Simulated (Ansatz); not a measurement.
# How ScAl3 (Pm-3m) expands on warming, part 2 of 2

Wanted: α(T), C_P(T) and B(T) of ScAl3 in the quasi-harmonic approximation. The starting cell is a computed one from a database.

Ansatz 0.2.0; DFT PBEsol, scalar-relativistic, plane waves, PAW; PAW set soft_1.

So far. Step 2 (Probe on a coarse mesh): The start is under -0.89 GPa at this level and looks like a metal on this mesh. Step 4 (Relaxing to small residual forces and stress): The residual pressure is -8.8e-5 GPa, small enough for phonons. The relaxed cell has a = 4.071 Å (conventional setting).

### Step 5. The quasi-harmonic study

The study relaxes the crystal at several strains, solves the phonons on some of them and minimises energy plus vibrational free energy at each temperature; the q-mesh sets how far the force constants reach.

input.yaml

```yaml
crystal:
  lattice:
    - [4.0709720515, 0.0, 0.0]
    - [0.0, 4.0709720515, 0.0]
    - [0.0, 0.0, 4.0709720515]
  atoms:
    - { symbol: Sc, position: [0.0, 0.0, 0.0] }
    - { symbol: Al, position: [0.5, 0.0, 0.5] }
    - { symbol: Al, position: [0.0, 0.5, 0.5] }
    - { symbol: Al, position: [0.5, 0.5, 0.0] }
kpoints:
  mp_grid: { grid: [12, 12, 12] }
hamiltonian:
  xc: pbesol
  pseudopotentials: { kind: paw, azcp: { folder: soft_1 }, xc_functional: pbe }
scf:
  occupations: { method: methfessel_paxton, width: 0.2 }
  lower_state_search: "off"
output:
  eigenvalues: true
phonons:
  method: dfpt
  qmesh: [4, 4, 4]
  temperatures: { t_max: 900.0, t_step: 50 }
  thermal_expansion: {}
```

On the command line:

```console
$ ansatz run input.yaml --threads 8 --pin off --max-ram 16384MiB --backend cpu --events-out ev --progress --plain --runs-dir out
```

The log of the run:

```text
[...]
Crystal: 4 atoms, lattice volume = 67.467 Å³
Basis set: ecut = 487.2 eV, 1647 PW (Γ), exchange–correlation on 60×60×60 points (8 copies of the dense FFT grid, shifted against one another)
Bands: 14, of which v1, the nominal top of the filled ones, is band 10 counted from 1 (9 counted from 0)
Symmetry: 48 space group operations
[...]
k-points: 84 of 1728
[...]
SCF iter   1: F=—  HF=-3687.267811 eV  |F-HF|=—  |Δ(HF+E_count)|=         —  Δρ=2.63e-2  dr2=9.22e-1  ethr=3.10e-3  ⟨swp⟩=5.2  Hψ=6174  notcnv=0
[...]
SCF iter   8: F=-3686.909866 eV  HF=-3686.909866 eV  |F-HF|=1.73e-11  |Δ(HF+E_count)|=  1.10e-10  S|Δr|=    0.00e0  Δρ=2.17e-7  dr2=3.49e-11  ethr=1.00e-12  ⟨swp⟩=2.6  Hψ=4525  notcnv=0
SCF 1 converged in 8 iterations: F = -3686.909866 eV  dr2 = 3.49e-11
[...]
relax step   1: F+E_penalty+E_count = -3686.90986594 eV  Δ(F+E_penalty+E_count) = +0.000e0 eV  max|allowed force component| = 5.276e-30 eV/Å  Δτ_max = 0.0000 Å  (8 SCF iters, accepted)
SCF converged after 8 iterations
[...]
Free energy (F): -3686.909866 eV
[...]
Internal energy: -3686.909904 eV  (E = F + TS)
E sigma→0 (E₀):  -3686.909875 eV
Entropy (-TS):   0.000038 eV (0.010 meV/atom)
Fermi energy:    9.267696 eV
[...]
--- Stress (GPa, compression-positive) ---
        0.031671       0.000000       0.000000
        0.000000       0.031671       0.000000
        0.000000       0.000000       0.031671
  P = ⅓ Tr σ = 0.0317 GPa (0.317 kbar)
--- Band table (eV; the first three rows and the last of 84) ---
  k-point 0: bands = [... 6 lower, 6.6142, 7.4455, 7.4455, 7.4455, 10.4709, 10.5585, 10.5585, 10.5585]
  k-point 1: bands = [... 6 lower, 6.6645, 7.4526, 7.4526, 7.8517, 10.5199, 10.5199, 10.5792, 10.7511]
  k-point 2: bands = [... 6 lower, 6.8123, 7.4708, 7.4708, 8.3769, 10.4305, 10.4305, 10.6375, 11.4037]
  k-point 83: bands = [... 6 lower, 4.4447, 4.7390, 6.2966, 6.2966, 6.2966, 10.1993, 11.8912, 11.8912]
── thermal expansion: 3 new cells, 3 in all ──
thermal expansion: relaxation of cell 2
thermal expansion: relaxation of cell 3
── thermal expansion: 2 new cells, 5 in all ──
thermal expansion: relaxation of cell 4
thermal expansion: electrons of cell 4
thermal expansion: phonons of cell 4
WARN: thermal expansion, phonons of cell 4: eigensolver did not converge (k=41): 1 band(s) unlocked after 20 sweeps at ethr=1.00e-12 eV (lowest unlocked band 13, counted from 0; max residual 4.20e-6 eV among the unlocked bands, 4.20e-6 eV over every band)
thermal expansion: relaxation of cell 5
thermal expansion: electrons of cell 1
thermal expansion: electrons of cell 2
thermal expansion: electrons of cell 3
thermal expansion: electrons of cell 5
thermal expansion: phonons of cell 5
[...]
── thermal expansion: 5 new cells, 10 in all ──
thermal expansion: relaxation of cell 6
thermal expansion: relaxation of cell 7
thermal expansion: relaxation of cell 8
thermal expansion: relaxation of cell 9
thermal expansion: relaxation of cell 10
thermal expansion: electrons of cell 6
thermal expansion: electrons of cell 7
thermal expansion: electrons of cell 8
thermal expansion: electrons of cell 9
thermal expansion: electrons of cell 10
thermal expansion: phonons of cell 6
[...]
thermal expansion: phonons of cell 7
[...]
WARN: thermal expansion: eigensolver_not_converged in the phonons of 4 cells: 4, 5, 6, 7
--- Relaxed structure (1 steps of the walk, 1 accepted, 0 SCFs on fresh bases) ---
  F+E_penalty+E_count = -3686.90986594 eV   max|allowed force component| = 5.276e-30 eV/Å
  atoms:
    - { symbol: Sc, position: [0.0, 0.0, 0.0] }
    - { symbol: Al, position: [0.500000, 0.0, 0.500000] }
    - { symbol: Al, position: [0.0, 0.500000, 0.500000] }
    - { symbol: Al, position: [0.500000, 0.500000, 0.0] }
--- Thermal expansion: 10 cells in 3 rounds, 0 GPa ---
  no lower state was looked for at cell 4: scf.lower_state_search: off
  without vibrations: a 4.07146, b 4.07146, c 4.07146 Å, V 67.4919 Å³, B 92.09 GPa
  at 0 K: a 4.08160, b 4.08160, c 4.08160 Å, V 67.9970 Å³, B 90.12 GPa
  zero-point expansion: a +0.249, b +0.249, c +0.249, V +0.748 %
      T/K        a/Å        b/Å        c/Å       V/Å³ | expansion of a, b, c, V (1e-6/K)   | that of V in the mean from 25 °C | C_P, C_V (J/mol K of the cell) | B_T, B_S (GPa)
     0.00    4.08160    4.08160    4.08160    67.9970 |    0.00    0.00    0.00    0.00 |   23.49 |     0.000     0.000 |    90.12    90.12
   100.00    4.08237    4.08237    4.08237    68.0357 |    5.94    5.94    5.94   17.82 |   32.49 |    41.882    41.765 |    89.70    89.95
   200.00    4.08612    4.08612    4.08612    68.2235 |   11.44   11.44   11.44   34.33 |   37.65 |    79.210    78.355 |    88.22    89.18
   298.15    4.09117    4.09117    4.09117    68.4766 |   13.44   13.44   13.44   40.32 |       - |    91.651    89.922 |    86.51    88.17
   350.00    4.09409    4.09409    4.09409    68.6233 |   14.06   14.06   14.06   42.18 |   41.34 |    95.126    92.924 |    85.57    87.60
   450.00    4.10004    4.10004    4.10004    68.9230 |   14.94   14.94   14.94   44.81 |   42.93 |    99.484    96.345 |    83.71    86.44
   550.00    4.10631    4.10631    4.10631    69.2398 |   15.62   15.62   15.62   46.87 |   44.26 |   102.416    98.295 |    81.81    85.24
   650.00    4.11286    4.11286    4.11286    69.5716 |   16.24   16.24   16.24   48.72 |   45.45 |   104.737    99.575 |    79.87    84.01
   750.00    4.11967    4.11967    4.11967    69.9177 |   16.83   16.83   16.83   50.50 |   46.58 |   106.784   100.511 |    77.90    82.76
   850.00    4.12673    4.12673    4.12673    70.2779 |   17.43   17.43   17.43   52.29 |   47.67 |   108.720   101.255 |    75.89    81.48
   900.00    4.13036    4.13036    4.13036    70.4635 |   17.74   17.74   17.74   53.21 |   48.21 |   109.677   101.583 |    74.87    80.84
  the static fit leaves 0.000 meV an atom of the energies and, of the stresses, 0.000 GPa of each cell's largest along a strain (root mean squares over the cells), whose Pulay part it has at -0.003 GPa
  vibrations' free energy: its fit passes through its cells
  the electrons' free energy at temperature is in it; its fit leaves 0.0043 meV an atom at the most
  free energies summed between the sampled wave vectors
  estimated error of the fitted expansion in any direction: up to 0.023e-6/K, at 900 K, with few degrees of freedom (an estimate, not a bound: it was exceeded on models of known expansion)
  by sums over the sampled wave vectors an expansion of the volume parts by up to 0.19e-6/K
  by a static energy of one degree less an expansion of the volume parts by up to 0.02e-6/K
  the FFT grids of the static calculations differ: 30 × 30 × 30, 32 × 32 × 32
  eigensolver_not_converged in the phonons of 4 cells: 4, 5, 6, 7
```

Elapsed: 42 min, on 8 threads of Arm Neoverse V2, shared host; peak memory 4.7 GiB.

This step gave:

- pressure: 0.03167 GPa
- volume expansion coefficient at 298 K: 40.32 1e-6/K
- C_P at 298 K: 22.91 J/mol-atom/K
- entropy at 298 K: 23.95 J/mol-atom/K
- isothermal bulk modulus at 298 K: 86.51 GPa
- Grüneisen parameter at 298 K: 1.600
- volume at 298 K: 17.12 Å³/atom
- principal linear expansion coefficients at 298 K: 13.44, 13.44, 13.44 1e-6/K

Strained cells of the study; zero-point energy where phonons were solved; the pressures are stresses at the typed cutoff and can carry an offset from the finite basis. Expansion cells, by row:

```
cell  |a| (Å)  |b| (Å)  |c| (Å)  V (Å³/atom)  E - E_lowest (meV/atom)  pressure, compression positive (GPa)  gap (eV)  zero-point energy (meV/atom)
   1    4.071    4.071    4.071        16.87                        0                                 0.029         -                             -
   2    4.104    4.104    4.104        17.27                     2.64                                -2.064         -                             -
   3    4.039    4.039    4.039        16.47                    2.894                                 2.339         -                             -
   4    4.072    4.072    4.072        16.88                        0                                -0.021         -                          45.4
   5    4.092    4.092    4.092        17.13                    1.101                                -1.353         -                         44.32
   6    4.124    4.124    4.124        17.53                    6.908                                -3.252         -                         42.67
   7     4.15     4.15     4.15        17.87                    15.27                                -4.677         -                         41.32
   8    4.031    4.031    4.031        16.38                    4.365                                   2.9         -                             -
   9    4.051    4.051    4.051        16.63                    1.065                                 1.395         -                             -
  10    4.183    4.183    4.183         18.3                    30.12                                -6.297         -                             -
```

Quasi-harmonic; a, b, c are the run's own cell vectors. Expansion, by row:

```
T (K)  a (Å)  b (Å)  c (Å)  alpha (deg)  beta (deg)  gamma (deg)  cell volume (Å³/cell)  alpha_a (1e-6/K)  alpha_b (1e-6/K)  alpha_c (1e-6/K)  alpha_V (1e-6/K)  C_P (J/mol-atom/K)  C_V (J/mol-atom/K)  S (J/mol-atom/K)  B_T (GPa)  B_S (GPa)  Grueneisen  extrapolation  fit error (1e-6/K)
    0  4.082  4.082  4.082           90          90           90                     68                 0                 0                 0                 0                   0                   0                 0      90.12      90.12           -              0                   0
   50  4.082  4.082  4.082           90          90           90                     68              1.19              1.19              1.19              3.56               2.147               2.146              0.64      90.08      90.11       1.529              0                   0
  100  4.082  4.082  4.082           90          90           90                  68.04              5.94              5.94              5.94             17.82               10.47               10.44             4.636       89.7      89.95       1.568              0                   0
  150  4.084  4.084  4.084           90          90           90                  68.12              9.44              9.44              9.44             28.32               16.47               16.36             10.13      89.02      89.62        1.58              0                   0
  200  4.086  4.086  4.086           90          90           90                  68.22             11.44             11.44             11.44             34.33                19.8               19.59             15.37      88.22      89.18       1.588              0                   0
  250  4.089  4.089  4.089           90          90           90                  68.35             12.66             12.66             12.66             37.97               21.73               21.41             20.02      87.36      88.69       1.594              0                0.01
298.1  4.091  4.091  4.091           90          90           90                  68.48             13.44             13.44             13.44             40.32               22.91               22.48             23.95      86.51      88.17         1.6              0                0.01
  300  4.091  4.091  4.091           90          90           90                  68.48             13.47             13.47             13.47              40.4               22.95               22.51             24.09      86.48      88.15         1.6              0                0.01
  350  4.094  4.094  4.094           90          90           90                  68.62             14.06             14.06             14.06             42.18               23.78               23.23              27.7      85.57       87.6       1.605              0                0.01
  400  4.097  4.097  4.097           90          90           90                  68.77             14.54             14.54             14.54             43.61               24.39               23.73             30.91      84.64      87.02       1.611              0                0.01
  450    4.1    4.1    4.1           90          90           90                  68.92             14.94             14.94             14.94             44.81               24.87               24.09             33.82      83.71      86.44       1.616              0                0.01
  500  4.103  4.103  4.103           90          90           90                  69.08             15.29             15.29             15.29             45.88               25.27               24.36             36.46      82.76      85.84       1.621              0                0.01
  550  4.106  4.106  4.106           90          90           90                  69.24             15.62             15.62             15.62             46.87                25.6               24.57             38.88      81.81      85.24       1.627              0                0.01
  600   4.11   4.11   4.11           90          90           90                   69.4             15.94             15.94             15.94             47.81               25.91               24.75             41.12      80.84      84.63       1.632              0                0.01
  650  4.113  4.113  4.113           90          90           90                  69.57             16.24             16.24             16.24             48.72               26.18               24.89             43.21      79.87      84.01       1.637              0                0.01
  700  4.116  4.116  4.116           90          90           90                  69.74             16.54             16.54             16.54             49.61               26.45               25.02             45.16      78.89      83.39       1.643              0                0.01
  750   4.12   4.12   4.12           90          90           90                  69.92             16.83             16.83             16.83              50.5                26.7               25.13             46.99       77.9      82.76       1.648              0                0.01
  800  4.123  4.123  4.123           90          90           90                   70.1             17.13             17.13             17.13             51.39               26.94               25.23             48.72       76.9      82.12       1.653              0                0.01
  850  4.127  4.127  4.127           90          90           90                  70.28             17.43             17.43             17.43             52.29               27.18               25.31             50.36      75.89      81.48       1.659              0                0.02
  900   4.13   4.13   4.13           90          90           90                  70.46             17.74             17.74             17.74             53.21               27.42                25.4             51.92      74.87      80.84       1.664              0                0.02
```

The expansion coefficient by temperature; values in 1e-6/K:

```
temperature (K)  volume  principal 1
              0       0            0
             50    3.56         1.19
            100    17.8         5.94
            150    28.3         9.44
            200    34.3         11.4
            250    38.0         12.7
            298    40.3         13.4
            300    40.4         13.5
            350    42.2         14.1
            400    43.6         14.5
            450    44.8         14.9
            500    45.9         15.3
            550    46.9         15.6
            600    47.8         15.9
            650    48.7         16.2
            700    49.6         16.5
            750    50.5         16.8
            800    51.4         17.1
            850    52.3         17.4
            900    53.2         17.7
```

At 298 K the volume expansion is 40.3 × 10⁻⁶/K and B_T is 86.5 GPa. The program raised the cutoff to 487.2 eV by itself: with no cutoff typed, the study takes about 1.16 times the default for its relaxations and scales it with the volume for the phonons.

### Step 6. Outcome

```
settings of these figures                        : PBEsol, 487.2 eV, k 12×12×12, q 4×4×4
volume expansion coefficient at 298 K            : 40.32 1e-6/K
C_P at 298 K                                     : 22.91 J/mol-atom/K
entropy at 298 K                                 : 23.95 J/mol-atom/K
isothermal bulk modulus at 298 K                 : 86.51 GPa
Grüneisen parameter at 298 K                     : 1.600
volume at 298 K                                  : 17.12 Å³/atom
principal linear expansion coefficients at 298 K : 13.44, 13.44, 13.44 1e-6/K
```

Near room temperature ScAl3 expands by 40.3 × 10⁻⁶/K in volume at this level, with C_P = 22.9 J/(mol K) per mole of atoms and B_T = 86.5 GPa. C_P at room temperature is 92 % of the classical 3R an atom, so the stiffest modes are still partly frozen out. The PAW files were made for PBE and are used here under another functional.

[Long decimals in the printed logs are rounded to 6 places.]

[Logs are printed without paths, hosts, clocks, repeated set-up lines and the standing remarks that a program may print on its own settings, such as how far it seeks lower states.]

[Hosts, paths, dates, database ids (printed as entryN), source tags and the programs' standing remarks are cut or masked in the printed files.]

[Where the starting crystal was built by hand or by swapping elements, it need not be the compound's stable phase.]

[A step with changed settings may run another functional than the one named; its input shows which.]

[Pressures of single members of a volume series are the stress at the run's cutoff; with an incomplete basis they can lie off −dE/dV of the same runs, and they are not shown converged.]
